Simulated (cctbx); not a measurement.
# A disordered crystal of nominal LuNi5Ge3

Cell a = 19.0980 Å, b = 3.8210 Å, c = 6.6840 Å, α = 90.00°, β = 90.00°, γ = 90.00°; space group Pnma (no. 62); nominal formula LuNi5Ge3.

Simulated single-crystal data (cctbx): Cu Kα, λ = 1.54184 Å, to d = 0.83 Å, 95 % of the full sphere, strongest reflection 5000 counts, noise from counting, a 1.5 % proportional error and a noise floor of 8 counts (s.d.); no absorption.

With every site full:

```text
Rint 0.105, 521 unique reflections to 0.83 A
cycle     R1     wR2    GooF  max shift (A)
   1  0.0908  0.1570   2.607   0.01034
   2  0.0421  0.0774   1.285   0.00008
final R1 0.0422 wR2 0.0774 GooF 1.285  parameters 54  data/parameter 9.6
atom        x        y        z      Ueq    occ   su(xyz)  su(Uiso or U11)
Lu1    0.85704  0.25000  0.62253   0.0198  1.000  0.00037  0.0007
Ge1    0.58741  0.25000  0.40794   0.0153  1.000  0.00059  0.0015
Ge2    0.57676  0.25000  0.84975   0.0259  1.000  0.00074  0.0017
Ge3    0.76142  0.25000  0.12241   0.0145  1.000  0.00055  0.0014
Ni2    0.88355  0.25000  0.14572   0.0198  1.000  0.00102  0.0023
Ni3    0.70825  0.25000  0.42310   0.0174  1.000  0.00071  0.0024
Ni4    0.98472  0.25000  0.88192  -0.0040  1.000  0.00095  0.0016  NPD
Ni5    0.50338  0.25000  0.13113   0.0158  1.000  0.00131  0.0021
Ni6    0.69872  0.25000  0.81615   0.0198  1.000  0.00074  0.0024
difference map: max 4.73 min -4.20 rms 0.91
Q1    0.0373  0.7500  0.0698    4    4.95  0.53 A from Ni4
Q2    0.0127  0.2500  0.8633    4    4.30  0.55 A from Ni4
Q3    0.2430  0.2500  0.4658    4    3.83  0.69 A from Ge3
Q4    0.0055  0.2500  0.1666    4    3.72  1.35 A from Ni5
Q5    0.1050  0.7500  0.2493    4    3.00  1.12 A from Lu1
Q6    0.0094  0.5685  0.5725    8    2.84  0.83 A from Ni5
```

With the occupancies of the suspect sites free, each still typed as its main element:

```text
Rint 0.105, 521 unique reflections to 0.83 A
cycle     R1     wR2    GooF  max shift (A)
   1  0.0994  0.1772   2.949   0.00149
  20  0.0322  0.0567   0.944   0.00005
final R1 0.0322 wR2 0.0566 GooF 0.943  parameters 56  data/parameter 9.3
atom        x        y        z      Ueq    occ   su(xyz)  su(Uiso or U11)
Lu1    0.85706  0.25000  0.62252   0.0167  0.932  0.00027  0.0006
Ge1    0.58731  0.25000  0.40833   0.0173  1.000  0.00044  0.0011
Ge2    0.57664  0.25000  0.84918   0.0273  1.000  0.00053  0.0013
Ge3    0.76144  0.25000  0.12243   0.0163  1.000  0.00041  0.0011
Ni2    0.88324  0.25000  0.14560   0.0214  1.000  0.00074  0.0017
Ni3    0.70813  0.25000  0.42323   0.0189  1.000  0.00052  0.0018
Ni4    0.98462  0.25000  0.88225   0.0070  1.162  0.00070  0.0014
Ni5    0.50364  0.25000  0.13043   0.0186  1.000  0.00100  0.0015
Ni6    0.69872  0.25000  0.81553   0.0224  1.000  0.00055  0.0018
su of occupancy Lu1: 0.007
su of occupancy Ni4: 0.013
difference map: max 3.75 min -3.61 rms 0.80
Q1    0.0061  0.2500  0.1700    4    3.89  1.33 A from Ni5
Q2    0.1065  0.7500  0.2531    4    3.40  1.08 A from Lu1
Q3    0.0338  0.7500  0.4412    4    3.35  1.45 A from Ni5
Q4    0.2413  0.2500  0.4714    4    3.18  0.74 A from Ge3
Q5    0.0243  0.2500  0.5044    4    3.14  0.98 A from Ni5
Q6    0.0559  0.7500  0.0405    4    2.96  0.93 A from Ni4
```

**Question.** What is the disorder?

X-rays count electrons. Lu1 refines to 0.932(0.007), or 66.2 electrons; the site truly holds 0.9 Lu and 0.1 Ni, 66.7 electrons, which is 0.939 of Lu; Ni4 refines to 1.162(0.013), or 32.5 electrons; the site truly holds 0.9 Ni and 0.1 Lu, 32.3 electrons, which is 1.154 of Ni. A value under 1 can't tell vacancies from a lighter guest, and one over 1 needs a heavier guest; chemistry or a second radiation must settle which. Occupancy correlates with U and the scale, and the two elements' form factors differ in shape, so the match is approximate.

Freeing them takes R1 from 0.0422 to 0.0322 and GooF from 1.28 to 0.94.

The model is made up (kin elements in a known structure type, no relaxation), so it says nothing on whether the phase exists.

[Middle refinement cycles are left out of these outputs.]

[Logs are printed without paths, hosts, clocks, repeated set-up lines and the standing remarks that a program may print on its own settings, such as how far it seeks lower states.]
